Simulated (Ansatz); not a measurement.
Planning a run of Ansatz 0.2.0 on LuBrO (layers cut from the bulk crystal). The input:

```yaml
crystal:
  lattice:
    - [3.696852347, 0.0, 0.0]
    - [0.0, 3.696852347, 0.0]
    - [0.0, 0.0, 34.2]
  atoms:
    - { symbol: Br, position: [0.5, 0.0, 0.4197104177] }
    - { symbol: Lu, position: [0.0, 0.5, 0.467370473] }
    - { symbol: O, position: [0.5, 0.5, 0.5] }
    - { symbol: O, position: [0.0, 0.0, 0.5] }
    - { symbol: Lu, position: [0.5, 0.0, 0.532629527] }
    - { symbol: Br, position: [0.0, 0.5, 0.5802895823] }
  periodic: [true, true, false]
kpoints:
  mp_grid: { grid: [6, 6, 1] }
  band_path:
    path: [[0.0, 0.0, 0.0], [0.5, 0.0, 0.0], [0.5, 0.5, 0.0], [0.0, 0.5, 0.0]]
    npoints: 1
hamiltonian:
  xc: hse06
  pseudopotentials: { kind: paw, azcp: { folder: soft_1 } }
scf:
  occupations: { method: fixed }
  n_extra_bands: 6
output:
  eigenvalues: true
```

```sh
ansatz run input.yaml --threads 3 --pin off --max-ram 92160MiB --backend cuda --events-out ev --progress --plain --runs-dir out --devices 1 --max-vram 13GiB
```

Question: Estimate wall time and host memory on 1 × NVIDIA H100 80GB HBM3 (shared by 6 runs) with 3 threads of AMD EPYC 7R13 (Zen 3), shared host.

It took 93 s; on shared hardware allow 46 s to 3.1 min. Peak host memory was 1.9 GiB. The sizes that set the cost: 9147 plane waves a state, 10 irreducible k points and 19 SCF cycles.

Exact exchange couples every pair of k points and filled bands, so it costs far more than a semilocal run.

[Paths, hosts, dates, memory and timing lines, banners, echoed tables and standing remarks are left out of the program output.]

[Logs are printed without paths, hosts, clocks, repeated set-up lines and the standing remarks that a program may print on its own settings, such as how far it seeks lower states.]

[Runs of the session that timed out or met a known fault of the program may be left out.]

[Cells called generated may have been cut or substituted from an entry of the Crystallography Open Database or the Materials Project.]

[Hosts, paths, dates, database ids (printed as entryN), source tags and the programs' standing remarks are cut or masked in the printed files.]
